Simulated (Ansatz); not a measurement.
**S_i (4-fold void) in La2PbS4 (I-42d): charge-transition levels and formation energies**

Aim: at which Fermi levels does S_i (4-fold void) in La2PbS4 (I-42d) change its charge? The model is a cell of 56 host atoms with 1 S put in.

Program: Ansatz 0.2.0. Level of theory: place-levels on PBEsol runs: charge-transition levels and formation energies with image-charge correction and potential alignment at the atomic sites. Results are calculated unless marked as measured.

### Step 1. Starting point

The cell holds 57 atoms: 16 La, 8 Pb and 33 S. Cell: a = 12.256 Å, b = 12.256 Å, c = 12.285 Å, α = 59.9°, β = 59.9°, γ = 60.2°. It derives from La2PbS4 (space group I-42d). Nearest the centre at fractional (0.970, 0.643, 0.251): S57 at 0.00 Å, Pb24 at 2.34 Å, S52 at 2.34 Å, S40 at 2.35 Å, S32 at 2.36 Å, La13 at 2.69 Å, S53 at 2.71 Å, La12 at 2.71 Å.

The host's dielectric constants go in as inputs: (9.97, 9.97, 9.65) for the electrons alone, (38.65, 38.65, 35.03) with the ions, from a response run on this crystal (DFPT, PBEsol) at that run's own cell.

The cell's shortest repeat is 12.3 Å.

### Step 2. Charge states

A transition level is the Fermi level at which two charge states cost the same, so each charge needs its own total energy, at its own relaxed structure.

Each atom starts 0.05 Å or so off its site in a random direction. Forces are taken at one point at (¼, ¼, ¼). The cell holds 2 electrons more than the neutral one, with a uniform background that keeps it neutral on the whole.

The sampling was tested on the host first: at the k-points planned (1x1x1 shifted 0.25 0.25 0.25) its energy lies -0.003 eV an atom from the dense-mesh value, under the bound of 0.02 eV set for this test; that bounds the host's error, not the defect's.

One state's input; the others differ in charge, spin, start and seed, and in occupations where the table says so.

The input, qm2.relax/input.yaml:

```yaml
crystal:
  lattice:
    - [0.0, 8.68700355, 8.64614056]
    - [8.68700355, 0.0, 8.64614056]
    - [8.68700355, 8.68700355, 0.0]
  atoms:
    - { symbol: La, position: [0.1200609, 0.0049391, 0.1299391] }
    - { symbol: La, position: [0.3700609, 0.2549391, 0.3799391] }
    - { symbol: La, position: [0.6200609, 0.5049391, 0.6299391] }
    - { symbol: La, position: [0.8700609, 0.7549391, 0.8799391] }
[... 1 atom line left out ...]
    - { symbol: La, position: [0.2549391, 0.3700609, 0.9950609] }
[... 1 atom line left out ...]
    - { symbol: La, position: [0.7549391, 0.8700609, 0.4950609] }
[... 2 atom lines left out ...]
    - { symbol: La, position: [0.7450609, 0.1299391, 0.1200609] }
    - { symbol: La, position: [0.9950609, 0.3799391, 0.3700609] }
    - { symbol: La, position: [0.1299391, 0.7450609, 0.0049391] }
[... 3 atom lines left out ...]
    - { symbol: Pb, position: [0.125, 0.625, 0.375] }
[... 6 atom lines left out ...]
    - { symbol: Pb, position: [0.75, 0.75, 0.25] }
[... 2 atom lines left out ...]
    - { symbol: S, position: [0.72082915, 0.47337449, 0.35559432] }
[... 4 atom lines left out ...]
    - { symbol: S, position: [0.98059432, 0.57520204, 0.09582915] }
[... 1 atom line left out ...]
    - { symbol: S, position: [0.32520204, 0.73059432, 0.09837449] }
    - { symbol: S, position: [0.57520204, 0.98059432, 0.34837449] }
[... 4 atom lines left out ...]
    - { symbol: S, position: [0.84837449, 0.59582915, 0.48059432] }
[... 3 atom lines left out ...]
    - { symbol: S, position: [0.85559432, 0.95020204, 0.97337449] }
    - { symbol: S, position: [0.09582915, 0.34837449, 0.57520204] }
[... 6 atom lines left out ...]
    - { symbol: S, position: [0.95020204, 0.85559432, 0.22082915] }
    - { symbol: S, position: [0.22337449, 0.47082915, 0.20020204] }
[... 3 atom lines left out ...]
    - { symbol: S, position: [0.969833, 0.643032, 0.250942] }
  host:
    repeats: [1, 1, 1]
    atoms:
      - { symbol: La, position: [0.1200609, 0.0049391, 0.1299391] }
      - { symbol: La, position: [0.3700609, 0.2549391, 0.3799391] }
      # ... 54 more atoms of the perfect host
total_charge: -2
basis:
  ecutwfc: 420
  xc_grid: 2
hamiltonian:
  xc: pbesol
kpoints:
  mp_grid: { grid: [1, 1, 1], shift: [0.25, 0.25, 0.25] }
scf:
  occupations: { method: fixed }
  max_iter: 100
output:
  forces: true
  charged_corrections:
    epsilon: [9.97, 9.97, 9.65]
    static_epsilon: [38.65, 38.65, 35.03]
    defect_position: [0.969833, 0.643032, 0.250942]
relax:
  f_tol: 0.02
  max_steps: 80
  random_displacement: { amplitude: 0.05, seed: 8553 }
checkpoint:
  write: "../qm2.relax.run"
  compress: false
  write_wavefunctions: true
  write_every: 100000
```

On the command line:

```sh
$ ansatz run input.yaml --threads 4 --pin off --max-ram 14131MiB --backend cpu --events-out ev --progress --plain --runs-dir out
```

Defect states can disperse in a cell of this size, so the energy is taken again at a 2×2×2 shifted mesh, on the relaxed structure.

The run of this state that the levels use, under PBEsol:

The input, qm2.point/input.yaml:

```yaml
crystal:
  checkpoint: "../qm2.relax.run"
  host: checkpoint
total_charge: -2
basis:
  ecutwfc: 420
  xc_grid: 2
hamiltonian:
  xc: pbesol
kpoints:
  mp_grid: { grid: [2, 2, 2], shift: [0.5, 0.5, 0.5] }
scf:
  occupations: { method: fermi_dirac, width: 0.01 }
  max_iter: 100
output:
  forces: true
  eigenvalues: true
  charged_corrections:
    epsilon: [9.97, 9.97, 9.65]
    static_epsilon: [38.65, 38.65, 35.03]
    defect_position: [0.969833, 0.643032, 0.250942]
  eigenstates: { localisation: true }
  populations: true
  band_densities: [{ bands: [v1, v1] }, { bands: [c1, c1] }]
  write_density: true
  write_potential: true
  volumetric_format: npy
checkpoint:
  read: "../qm2.relax.run"
  write: "../qm2.point.run"
  compress: false
  write_wavefunctions: false
  write_every: 100000
```

Relaxations under PBEsol at one point at (¼, ¼, ¼); times on 4 threads of Intel Xeon Platinum 8259CL at 2.50GHz (Skylake/Cascade Lake), shared host:

| charge | moment (μB) | occupations | outcome | steps | largest displacement against the far atoms (Å) | time |
| --- | --- | --- | --- | --- | --- | --- |
| −2 | 0 | fixed | converged | 14 | 0.66 | 5 min |
| −1 | 1 | fixed | converged | 9 | 0.44 | 6.6 min |
| 0 | 0 | fixed | converged | 10 | 0.90 | 3.8 min |
| +1 | 1 | fixed | converged | 11 | 0.84 | 8.5 min |

Single points under PBEsol at a 2×2×2 shifted mesh; times on 4 threads of Intel Xeon Platinum 8259CL at 2.50GHz (Skylake/Cascade Lake), shared host:

| charge | moment (μB) | occupations | outcome | time |
| --- | --- | --- | --- | --- |
| −2 | 0 | fermi-dirac | converged | 2.8 min |
| −1 | 1 | fermi-dirac | converged | 6.1 min |
| 0 | 0 | fermi-dirac | converged | 3 min |
| +1 | 1 | fermi-dirac | converged | 6.8 min |

Distances (Å) from S57 to the nearest atoms after relaxation with PBEsol:

| charge | moment (μB) | 1. | 2. | 3. | 4. | 5. | 6. |
| --- | --- | --- | --- | --- | --- | --- | --- |
| −2 | 0 | S 2.66 | S 2.66 | Pb 2.68 | Pb 2.71 | La 2.81 | La 2.82 |
| −1 | 1 | S 2.35 | Pb 2.64 | La 2.69 | La 2.70 | S 2.86 | S 2.88 |
| 0 | 0 | S 2.07 | Pb 2.64 | La 2.74 | La 2.74 | S 2.99 | S 3.00 |
| +1 | 1 | S 2.08 | Pb 2.67 | La 2.75 | La 2.77 | S 2.78 | S 2.96 |

### Step 3. Levels against the band edges, PBEsol

A charged cell interacts with its images and the background, and its potential has another zero than the host's. place-levels removes the first by a point-charge model, screened by the static dielectric constant since the ions have relaxed around the charge, and the second by comparing potentials at atoms far from the defect.

The host is a run of the defect-free crystal in the same cutoffs, grids and k-points, so that basis and sampling errors cancel in part in the differences. Its band edges come from a run of the primitive cell that searches the zone for them. Chemical potentials are energies per atom of S (S12 rings, Pnnm, not the stable S8 form), run with the same functional and cutoff.

The input, levels.point.yaml:

```yaml
host:
  run: host.point.run
  levels_from: { run: edges.point.run }
states: [qm2.point.run, qm1_M1.point.run, q0.point.run, qp1_M1.point.run]
geometry_from:
  qm2.point.run: qm2.relax.run
  qm1_M1.point.run: qm1_M1.relax.run
  q0.point.run: q0.relax.run
  qp1_M1.point.run: qp1_M1.relax.run
  host.point.run: host.relax.run
chemical_potentials:
  S:
    energy: -884.879081
    dataset: "<sha256 of the dataset>"
epsilon: [9.97, 9.97, 9.65]
static_epsilon: [38.65, 38.65, 35.03]
vertical:
  - { from: qm2.point.run, to: qm2.point_neutral.run }
  - { from: qm1_M1.point.run, to: qm1_M1.point_neutral.run }
  - { from: qp1_M1.point.run, to: qp1_M1.point_neutral.run }
```

On the command line:

```sh
$ ansatz place-levels levels.point.yaml -- --threads 4 --pin off --max-ram 14131MiB
```

Numbers of over 12 decimals in the logs are rounded to 6 here.

Log:

```text
[... repeated set-up lines and file paths are left out, and long positions are rounded to six places ...]
(+1/0) 0.383 eV above the valence edge, 1.713 eV under the conduction edge
(0/-1) 2.248 eV above the valence edge, in the conduction band; not on the lower envelope
(-1/-2) 1.415 eV above the valence edge, 0.681 eV under the conduction edge; not on the lower envelope
(0/-2) 1.831 eV above the valence edge, 0.265 eV under the conduction edge: charges between them are lowest nowhere
formation energy of charge +1: +0.969 eV with the Fermi level at the valence edge
formation energy of charge 0: +1.352 eV with the Fermi level at the valence edge
formation energy of charge -1: +3.600 eV with the Fermi level at the valence edge
formation energy of charge -2: +5.014 eV with the Fermi level at the valence edge
vertical -2 to 0: no energy, since no alignment is typed
  the change from vertical[0].from (qm2.point.run) to vertical[0].to (qm2.point_neutral.run): by its potential at epsilon [9.97, 9.97, 9.65] it stands at 0.928 0.649 0.277, with an rms radius of about 4.3 Å (2.1 2.7 2.7 Å across the planes of the cell's [...]
vertical -1 to 0: no energy, since no alignment is typed
  the change from vertical[1].from (qm1_M1.point.run) to vertical[1].to (qm1_M1.point_neutral.run): by its spins about the atoms it stands at 0.991 0.599 0.152, with an rms radius of about 3.1 Å (1.4 1.6 2.2 Å across the planes of the cell's vectors); [...]
vertical +1 to 0: no energy, since no alignment is typed
  the change from vertical[2].from (qp1_M1.point.run) to vertical[2].to (qp1_M1.point_neutral.run): by its potential at epsilon [9.97, 9.97, 9.65] it stands at 0.388 0.582 0.202, with an rms radius of about 4.6 Å (3.5 2.5 1.6 Å across the planes of the cell's [...]
  edges by pbesol of host.levels_from (edges.point.run), its mesh sampled to repeats of 37.56 Å (the valence edge +0.047 eV and the conduction edge -0.079 eV from those of the host's own run), gap 2.096 eV; the host is sampled to repeats of 24.51 Å
  the defect's cells are sampled to repeats of 24.51 Å, like sampling
  charge +1: -221927.8934 eV with its correction of +0.210 eV, at epsilon [38.65, 38.65, 35.03], aligned at sites: +0.1589 eV, mean over 16 atomic sites at or beyond 6.13 Å from the defect at [0.9698, 0.6430, 0.2509], with +0.000000 for the charge's moments [...]
  charge 0: +0.000 eV for its dipole among its images, +0.000 omitted
  charge -1: -221906.7742 eV with its correction of -0.134 eV, at epsilon [38.65, 38.65, 35.03], aligned at sites: +0.1850 eV, mean over 16 atomic sites at or beyond 6.13 Å from the defect at [0.9698, 0.6430, 0.2509], with +0.000000 for the charge's moments [...]
  charge -2: -221896.1150 eV with its correction of -0.188 eV, at epsilon [38.65, 38.65, 35.03], aligned at sites: +0.1958 eV, mean over 16 atomic sites at or beyond 6.13 Å from the defect at [0.9698, 0.6430, 0.2509], with -0.001653 for the charge's moments [...]
  of states[3] (qp1_M1.point.run): it parts from the run at its places by a charge that spreads by about 3.5 Å along one vector (1.7 Å or more is wide), by its potential at epsilon [9.97, 9.97, 9.65], taken for that of held ions (one typed too small widens [...]
  of states[2] (q0.point.run): its displacements don't fall off away from the defect: farther atoms stand 0.049 Å off the host's places. [...]
  of states[1] (qm1_M1.point.run): it parts from the run at its places by a charge that spreads by about 2.2 Å along one vector (1.7 Å or more is wide), by the spins about the atoms, where the cell does not tell a trapped carrier from a band state. [...]
  of states[0] (qm2.point.run): it parts from the run at its places by a charge that spreads by about 2.7 Å along one vector (1.7 Å or more is wide), by its potential at epsilon [9.97, 9.97, 9.65], taken for that of held ions (one typed too small widens it), [...]
  of vertical[0].from (qm2.point.run): its displacements don't fall off away from the defect: farther atoms stand 0.059 Å off the host's places. [...]
  vertical[0].to (qm2.point_neutral.run): levels filled in part (TS 0.007 eV): its energy is of no whole electron's
  of vertical[0].to (qm2.point_neutral.run): its displacements don't fall off away from the defect: farther atoms stand 0.059 Å off the host's places. [...]
  of vertical[1].from (qm1_M1.point.run): its displacements don't fall off away from the defect: farther atoms stand 0.034 Å off the host's places. [...]
  of vertical[1].to (qm1_M1.point_neutral.run): its displacements don't fall off away from the defect: farther atoms stand 0.034 Å off the host's places. [...]
  of vertical[2].from (qp1_M1.point.run): its displacements don't fall off away from the defect: farther atoms stand 0.036 Å off the host's places. [...]
  of vertical[2].to (qp1_M1.point_neutral.run): its displacements don't fall off away from the defect: farther atoms stand 0.036 Å off the host's places. [...]
```

Wall time 0.86 s (4 threads of Intel Xeon Platinum 8259CL at 2.50GHz (Skylake/Cascade Lake), shared host).

Under PBEsol the gap is 2.10 eV, (+1/0) 0.38, (0/−1) 2.25 (outside the gap), (−1/−2) 1.41 eV; the steps are inverted, so the lowest state changes at (0/−2) 1.83 eV.

Levels between the charges placed, in eV above the valence top:

|  | gap (eV) | (+1/0) | (0/−1) | (−1/−2) |
| --- | --- | --- | --- | --- |
| PBEsol | 2.10 | 0.38 | 2.25 | 1.41 |

Corrections by state:

| charge | moment (μB) | image terms and alignment (eV) | band filling (eV) | ε used | over the lowest of its charge, as the program ranks them, band filling apart (eV) |
| --- | --- | --- | --- | --- | --- |
| +1 | 1.0 | 0.210 | - | principal values (35.03, 38.65, 38.65) | 0.000 |
| 0 | 0.0 | 0.000 | - | - | 0.000 |
| −1 | 1.0 | -0.134 | - | principal values (35.03, 38.65, 38.65) | 0.000 |
| −2 | 0.0 | -0.188 | - | principal values (35.03, 38.65, 38.65) | 0.000 |

The charged structures listed were also run neutral, and place-levels reads from each pair, by the potential or the spins, how wide the charge is by which they differ; that can be the carrier of either run.

| charge | rms radius (Å) | spread where it is widest against the cell (Å) | wide from (Å) | reading |
| --- | --- | --- | --- | --- |
| +1 | 4.6 | 3.47 | 1.73 | wide |
| −1 | 3.1 | 2.19 | 1.73 | wide |
| −2 | 4.3 | 2.72 | 1.73 | wide |

The neutral runs of these pairs need not share the spin of the lowest neutral state, and very wide values only mean spread over the cell.

From the program's caveats on the states, each cut to its opening words:

- charge +1 (1 μB): it parts from the run at its places by a charge that spreads by about 3.5 Å along one vector (1.7 Å or more is wide), by its potential at epsilon [9.97, 9.97, [...]
- charge +1 (1 μB): its displacements don't fall off away from the defect: farther atoms stand 0.036 Å off the host's places
- charge 0: its displacements don't fall off away from the defect: farther atoms stand 0.049 Å off the host's places
- charge −1 (1 μB): it parts from the run at its places by a charge that spreads by about 2.2 Å along one vector (1.7 Å or more is wide), by the spins about the atoms, where the [...]
- charge −1 (1 μB): its displacements don't fall off away from the defect: farther atoms stand 0.034 Å off the host's places
- charge −2: it parts from the run at its places by a charge that spreads by about 2.7 Å along one vector (1.7 Å or more is wide), by its potential at epsilon [9.97, 9.97, [...]
- charge −2: the far atoms show a dipole or second moment of the defect's charge, for which the correction takes or leaves out 0.076 eV: further moments aren't read, and [...]
- charge −2: its displacements don't fall off away from the defect: farther atoms stand 0.059 Å off the host's places

Chemical potentials of the elements' reference phases, run alike. Formation energy by charge state (elemental references; gap 2.10 eV):

| charge | at valence top (eV) | at conduction bottom (eV) | correction included (eV) |
| --- | --- | --- | --- |
| +1 | 0.97 | 3.07 | 0.21 |
| 0 | 1.35 | 1.35 | 0.00 |
| −1 | 3.60 | 1.50 | -0.13 |
| −2 | 5.01 | 0.82 | -0.19 |

```tsv
Fermi level (eV)	lowest formation energy (eV)
0.00	0.97
0.19	1.16
0.38	1.35
0.57	1.35
0.76	1.35
0.95	1.35
1.14	1.35
1.33	1.35
1.52	1.35
1.71	1.35
1.91	1.20
2.10	0.82
```

(Part 1 of 2 ends here.)

[Logs are printed without paths, hosts, clocks, repeated set-up lines and the standing remarks that a program may print on its own settings, such as how far it seeks lower states.]

[Hosts, paths, dates, database ids (printed as entryN), source tags and the programs' standing remarks are cut or masked in the printed files.]

[Where a table of states has a column of steps, it counts the stored structures, which are thinned; the runs took as many ionic steps or more.]

[A defect's name tells the site on which it was built; relaxed atoms can leave that site.]

[For some hosts the program warned that the k-mesh of the response run may be too coarse for force constants and the static dielectric constant; such warnings are not shown here.]
